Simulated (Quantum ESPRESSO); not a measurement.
# KF (Carobbiite): from the cell to the phonon bands, part 3 of 3

Wanted: phonon bands, density of states and zone-centre response of KF (Carobbiite).

Quantum ESPRESSO 7.5; DFT LDA, scalar-relativistic, plane waves, PseudoDojo norm-conserving pseudopotentials.

So far, highest frequency (cm⁻¹): step 7 (dispersion) 340. The relaxed cell has a = 5.158 Å (conventional setting).

**9. Zone-centre analysis**

A rigid shift of the crystal must cost nothing, but grids and finite bases break this; the acoustic sum rule is imposed before the matrix is diagonalised again. With Born charges the intensities follow, and the static dielectric tensor.

The input, dynmat.in:

```
&input
   fildyn = 'x.dyn1'
   asr = 'simple'
   fileig = 'dynmat.eig'
   lperm = .true.
/
```

The run is started by

```sh
dynmat.x -in dynmat.in > dynmat.out
```

The program printed:

```text
[banner, memory and clock lines left out]
Program DYNMAT v.7.5

     Reading Dynamical Matrix from file x.dyn1
     ...Force constants read
     ...epsilon and Z* read
     A direction for q was not specified:TO-LO splitting will be absent

     Polarizability (A^3 units)
     multiply by 0.732547 for Clausius-Mossotti correction
         2.990842    0.000000    0.000000
         0.000000    2.990842   -0.000000
         0.000000   -0.000000    2.990842

     IR activities are in (D/A)^2/amu units

# mode   [cm-1]    [THz]      IR
    1     -0.00   -0.0000    0.0000
    2      0.00    0.0000    0.0000
    3      0.00    0.0000    0.0000
    4    210.97    6.3248    2.3897
    5    210.97    6.3248    2.3897
    6    210.97    6.3248    2.3897

Electronic dielectric permittivity tensor (relative, adimensional)
         2.095299    0.000000    0.000000
         0.000000    2.095299   -0.000000
         0.000000   -0.000000    2.095299

 ... with zone-center polar mode contributions
         5.432354   -0.000000    0.000000
        -0.000000    5.432354   -0.000000
         0.000000   -0.000000    5.432354
```

Elapsed: 0.47 s, on 1 thread of Arm Neoverse V2, shared host.

This step gave:

```
highest optical zone-centre mode (no LO-TO term) : 211.0 cm⁻¹
lowest optical zone-centre mode                  : 211.0 cm⁻¹
mean static dielectric constant                  : 5.432
```

Unit eigenvectors of the mass-weighted matrix after the sum rule; no LO-TO term. The modes at Γ (shares of kinetic energy by element, %):

```
mode  frequency (cm⁻¹)  symmetry  K %  F %
   1               0.0  acoustic   67   33
   2               0.0  acoustic   67   33
   3               0.0  acoustic   67   33
   4             211.0       T1u   33   67
   5             211.0       T1u   33   67
   6             211.0       T1u   33   67
```

Displacements in mode 4 (211.0 cm⁻¹), the largest set to 1:
```
K1  -0.49  0.00  0.00
F2   1.00  0.00  0.00
```

Degenerate modes summed, no LO-TO term. Lines of the infrared spectrum (strongest = 100):

```
position (cm⁻¹)  lines merged  label  IR intensity, relative
            211             3    T1u                     100
```

Static dielectric tensor (ions relaxed, fixed cell):

```
5.43 0.00 0.00
0.00 5.43 0.00
0.00 0.00 5.43
```

The rule moves no optical mode by more than 0.1 cm⁻¹.

**10. Sum rules set otherwise (asr no)**

Without the rule the raw error of the acoustic modes shows.

The input, dynmat.in:

```
&input
   fildyn = 'x.dyn1'
   asr = 'no'
   fileig = 'dynmat.eig'
   lperm = .true.
/
```

The run is started by

```sh
dynmat.x -in dynmat.in > dynmat.out
```

The program printed:

```text
[banner, memory and clock lines left out]
Program DYNMAT v.7.5

     Reading Dynamical Matrix from file x.dyn1
     ...Force constants read
     ...epsilon and Z* read
     A direction for q was not specified:TO-LO splitting will be absent

     Polarizability (A^3 units)
     multiply by 0.732547 for Clausius-Mossotti correction
         2.990842    0.000000    0.000000
         0.000000    2.990842   -0.000000
         0.000000   -0.000000    2.990842

     IR activities are in (D/A)^2/amu units

# mode   [cm-1]    [THz]      IR
    1     -3.69   -0.1106    0.0000
    2     -3.69   -0.1106    0.0000
    3     -3.69   -0.1106    0.0000
    4    210.94    6.3238    2.3896
    5    210.94    6.3238    2.3896
    6    210.94    6.3238    2.3896

Electronic dielectric permittivity tensor (relative, adimensional)
         2.095299    0.000000    0.000000
         0.000000    2.095299   -0.000000
         0.000000   -0.000000    2.095299

 ... with zone-center polar mode contributions
         5.433466    0.000000    0.000000
         0.000000    5.433466    0.000000
         0.000000    0.000000    5.433466
```

Wall time 0.47 s (1 thread).

This step gave:

* highest optical zone-centre mode (no LO-TO term): 210.9 cm⁻¹
* lowest optical zone-centre mode: 210.9 cm⁻¹
* mean static dielectric constant: 5.434

Zone-centre frequencies as printed; negative means imaginary. Modes:

```
mode  frequency (cm⁻¹)
   1             -3.69
   2             -3.69
   3             -3.69
   4             210.9
   5             210.9
   6             210.9
```

Against the first rule no mode moves by more than 3.7 cm⁻¹.

**11. Sum rules set otherwise: a sum rule for molecules or wires on a crystal**

This rule also removes rotations, which suits wires and not a crystal; it is tried to see the harm.

The input, dynmat.in:

```
&input
   fildyn = 'x.dyn1'
   asr = 'one-dim'
   fileig = 'dynmat.eig'
   lperm = .true.
/
```

The run is started by

```sh
dynmat.x -in dynmat.in > dynmat.out
```

The program printed:

```text
[banner, memory and clock lines left out]
Program DYNMAT v.7.5

     Reading Dynamical Matrix from file x.dyn1
     ...Force constants read
     ...epsilon and Z* read
asr rotation axis in 1D system=    3
     Acoustic Sum Rule: || Z*(ASR) - Z*(orig)|| =    1.627466E+00
     Acoustic Sum Rule: ||dyn(ASR) - dyn(orig)||=    8.611576E-02
     A direction for q was not specified:TO-LO splitting will be absent

     Polarizability (A^3 units)
     multiply by 0.732547 for Clausius-Mossotti correction
         2.990842    0.000000    0.000000
         0.000000    2.990842   -0.000000
         0.000000   -0.000000    2.990842

     IR activities are in (D/A)^2/amu units

# mode   [cm-1]    [THz]      IR
    1     -0.00   -0.0000    0.0000
    2     -0.00   -0.0000    0.0000
    3      0.00    0.0000    0.0000
    4      0.00    0.0000    0.0000
    5    210.94    6.3237    2.3897
    6    210.94    6.3237    2.3897

Electronic dielectric permittivity tensor (relative, adimensional)
         2.095299    0.000000    0.000000
         0.000000    2.095299   -0.000000
         0.000000   -0.000000    2.095299

 ... with zone-center polar mode contributions
         3.764406   -1.669107    0.000000
        -1.669107    3.764406   -0.000000
         0.000000   -0.000000    5.433514
```

Run time: 0.47 s. Hardware: 1 thread.

The run ended normally, but on settings that are not sound.

The fault: a sum rule for molecules or wires on a crystal; 1 optical mode is projected out to zero frequency, as if it were a rotation, and the static dielectric tensor is spoilt.

For a crystal the rule has to be 'simple' or 'crystal'.

Zone-centre frequencies as printed; negative means imaginary. Modes:

```
mode  frequency (cm⁻¹)
   1                 0
   2                 0
   3                 0
   4                 0
   5             210.9
   6             210.9
```

**12. Modes along a direction of q (1 0 0)**

A longitudinal polar mode sets up a macroscopic field that stiffens it; the term hangs on the direction from which q goes to zero.

The input, dynmat.in:

```
&input
   fildyn = 'x.dyn1'
   asr = 'simple'
   fileig = 'dynmat.eig'
   q(1) = 1.0
   q(2) = 0.0
   q(3) = 0.0
/
```

The run is started by

```sh
dynmat.x -in dynmat.in > dynmat.out
```

The program printed:

```text
[banner, memory and clock lines left out]
Program DYNMAT v.7.5

     Reading Dynamical Matrix from file x.dyn1
     ...Force constants read
     ...epsilon and Z* read

     Polarizability (A^3 units)
     multiply by 0.732547 for Clausius-Mossotti correction
         2.990842    0.000000    0.000000
         0.000000    2.990842   -0.000000
         0.000000   -0.000000    2.990842

     IR activities are in (D/A)^2/amu units

# mode   [cm-1]    [THz]      IR
    1     -0.00   -0.0000    0.0000
    2      0.00    0.0000    0.0000
    3      0.00    0.0000    0.0000
    4    210.97    6.3248    2.3897
    5    210.97    6.3248    2.3897
    6    339.70   10.1841    2.3897
```

The job ended after 0.47 s (1 thread).

This step gave:

```yaml
highest_mode_moved_by_the_lo_to_term: 339.7 cm⁻¹
```

Zone-centre frequencies as printed; negative means imaginary. Modes:

```
mode  frequency (cm⁻¹)
   1                 0
   2                 0
   3                 0
   4               211
   5               211
   6             339.7
```

The field moves one mode, from 211 to 340 cm⁻¹; the others stay.

**13. The dispersion under another sum rule (asr no)**

The sum rule corrects the force constants themselves, so it can shift branches at any wavevector, low ones most.

The input, matdyn.in:

```
&input
   asr = 'no'
   flfrc = 'x.fc'
   flfrq = 'x.freq'
   flvec = 'x.modes'
   q_in_band_form = .true.
   q_in_cryst_coord = .true.
/
8
  0.0000000   0.0000000   0.0000000   8  ! GAMMA
  0.0000000   0.5000000   0.5000000   8  ! X
  0.0000000   0.6250000   0.3750000   1  ! U
 -0.3750000   0.3750000  -0.0000000   8  ! K
  0.0000000   0.0000000   0.0000000   8  ! GAMMA
  0.0000000   0.5000000  -0.0000000   8  ! L
 -0.2500000   0.5000000   0.2500000   8  ! W
  0.0000000   0.5000000   0.5000000   1  ! X
```

The run is started by

```sh
matdyn.x -in matdyn.in > matdyn.out
```

The program printed:

```text
[banner, memory and clock lines left out]
Program MATDYN v.7.5

 mass for atomic type   1 not given; uses mass from file x.fc
 mass for atomic type   2 not given; uses mass from file x.fc
```

It took 0.51 s on 1 thread.

Numbers from this step:

```yaml
lowest_frequency_on_the_path: -3.690 cm⁻¹
```

Matdyn.x, sum rule no. Phonon branches along the path, in cm⁻¹:

```
    point  branch 1  branch 2  branch 3  branch 4  branch 5  branch 6
        Γ        -4        -4        -4       211       211       340
  halfway        63        63       161       215       215       278
        X        87        87       170       218       218       228
  halfway        94       109       166       216       222       228
        U       111       152       152       208       226       231
jump to K       111       152       152       208       226       231
  halfway        79       112       151       195       218       298
        Γ        -4        -4        -4       211       211       340
  halfway        86        86       128       205       205       319
        L       129       129       194       194       210       276
  halfway       127       137       180       202       216       252
        W       136       136       152       215       224       224
  halfway       104       121       161       218       220       227
        X        87        87       170       218       218       228
```

The phonon branches as a text plot (rows in cm⁻¹):

```
    333 |**                        *********
    318 |  **                    **         *
    304 |    *                  *            **
    290 |                                      *
    275 |     **              **                *****
    261 |                                            *
    247 |       **          **                        **
    232 |         **********                            **  *****
    218 | ***************  ***********               ************
    204 |*               ***     ************************
    189 |       ***         *****               ******
    175 |          ****    *  **               *      **        *
    161 |     **       ***                   **         **   ***
    147 |                **     *                         ***
    132 |    *             *****            *   ************
    118 |               * ****  ***            *            **
    104 |              ***    **           * **              ***
     89 |  **      *****         ****       *                  **
     75 |       ***             *
     61 |     **                 ****    ***
     46 | *  *                     ***   **
     32 |  **                        *  *
     18 | *                          *  *
      3 |*                            **
         Γ           X  U|K            Γ         L        W     X
```

At the labelled points the branches move by no more than 3.8 cm⁻¹.

**14. A changed mass**

Force constants don't depend on the masses, so an isotope effect costs no new response.

The input, matdyn.in:

```
&input
   asr = 'simple'
   flfrc = 'x.fc'
   flfrq = 'x.freq'
   flvec = 'x.modes'
   q_in_band_form = .true.
   q_in_cryst_coord = .true.
   amass(1) = 39.098
   amass(2) = 37.997
/
8
  0.0000000   0.0000000   0.0000000   8  ! GAMMA
  0.0000000   0.5000000   0.5000000   8  ! X
  0.0000000   0.6250000   0.3750000   1  ! U
 -0.3750000   0.3750000  -0.0000000   8  ! K
  0.0000000   0.0000000   0.0000000   8  ! GAMMA
  0.0000000   0.5000000  -0.0000000   8  ! L
 -0.2500000   0.5000000   0.2500000   8  ! W
  0.0000000   0.5000000   0.5000000   1  ! X
```

The run is started by

```sh
matdyn.x -in matdyn.in > matdyn.out
```

The program printed:

```text
[banner, memory and clock lines left out]
Program MATDYN v.7.5
```

It took 0.5 s on 1 thread.

Read from the output:

```
lowest frequency on the path : 0 cm⁻¹
```

Matdyn.x, sum rule simple. The phonon branches at the labelled points (cm⁻¹):

```
    point  branch 1  branch 2  branch 3  branch 4  branch 5  branch 6
        Γ         0         0         0       172       172       277
  halfway        54        54       141       176       176       224
        X        75        75       140       180       180       196
  halfway        81        94       137       177       183       194
        U        98       128       134       168       185       190
jump to K        98       128       134       168       185       190
  halfway        69       103       132       150       178       240
        Γ         0         0         0       172       172       277
  halfway        77        77       111       163       163       259
        L       129       129       137       137       195       210
  halfway       117       121       151       159       181       197
        W       115       115       152       152       187       187
  halfway        89       107       134       176       182       193
        X        75        75       140       180       180       196
```

The phonon branches as a text plot (rows in cm⁻¹):

```
    271 |**                        *********
    259 |  **                    **         *
    248 |    *                               **
    236 |                       *              *
    225 |     **              **                *
    213 |                                        ***
    202 |       **                                  ***
    190 |         ************                   ***** **********
    179 |  **************  **********           *     ***    ****
    167 |**       *      *****     **********               *
    156 |       **         *  *****          ***     *******
    144 |     **   ****     ****                * ****     *   **
    133 |              ****     *            **  ***        ***
    121 |                * *****                * ******** **
    110 |    *             *     **         *  *       ***** *
     98 |              **** **  *            **             * *
     86 |              **     **           *                 ***
     75 |  **     *****          ****       *                  **
     63 |       **              *          *
     52 |     **                 ****    **
     40 | *  *                     ***   **
     29 |  **                        *  *
     17 | *                          *  *
      6 |*                            **
         Γ           X  U|K            Γ         L        W     X
```

The top of the path falls from 340 to 277 cm⁻¹, a ratio of 0.81; a mode of that atom alone would give 0.71.

**15. Outcome**

```
space group after relaxation                                       : Fm-3m
volume per atom                                                    : 17.2 Å³
gap on the k-mesh                                                  : 6.40 eV
highest optical zone-centre mode (no LO-TO term)                   : 211.0 cm⁻¹
highest mode moved by the LO-TO term                               : 339.7 cm⁻¹
mean high-frequency dielectric constant                            : 2.10
largest Born charge in size (third of the trace)                   : 1.15 e
mean static dielectric constant                                    : 5.43
q mesh                                                             : 4×4×4
lowest mode on the q mesh (acoustic ones at the zone centre apart) : 62.8 cm⁻¹
zero-point energy per atom                                         : 33.1 meV
heat capacity at 300 K                                             : 23.3 J/(mol atoms K)
vibrational entropy at 300 K                                       : 31.4 J/(mol atoms K)
imaginary modes on the q mesh                                      : none
```

What this shows: KF (Carobbiite) is dynamically stable on the 4×4×4 mesh; its spectrum reaches 340 cm⁻¹. At the LDA level the optical modes of KF (Carobbiite) at the zone centre (no LO-TO term) lie at 211 cm⁻¹. Along the directions run, the highest mode that the macroscopic field moves lies at 340 cm⁻¹. Lattice motion raises the mean dielectric constant from 2.095 to 5.432. The Born charge of K is 1.151 e against a formal charge of +1, somewhat above it. The Lyddane-Sachs-Teller relation holds: (ωLO/ωTO)² is 2.59 and ε₀/ε∞ is 2.59. These are harmonic frequencies at zero temperature: anharmonic shifts and linewidths and thermal expansion are left out.

[Host names and launcher messages were left out of these logs when they were recorded.]

[Logs are printed without paths, hosts, clocks, repeated set-up lines and the standing remarks that a program may print on its own settings, such as how far it seeks lower states.]

[Hosts, paths, dates, database ids (printed as entryN), source tags and the programs' standing remarks are cut or masked in the printed files.]
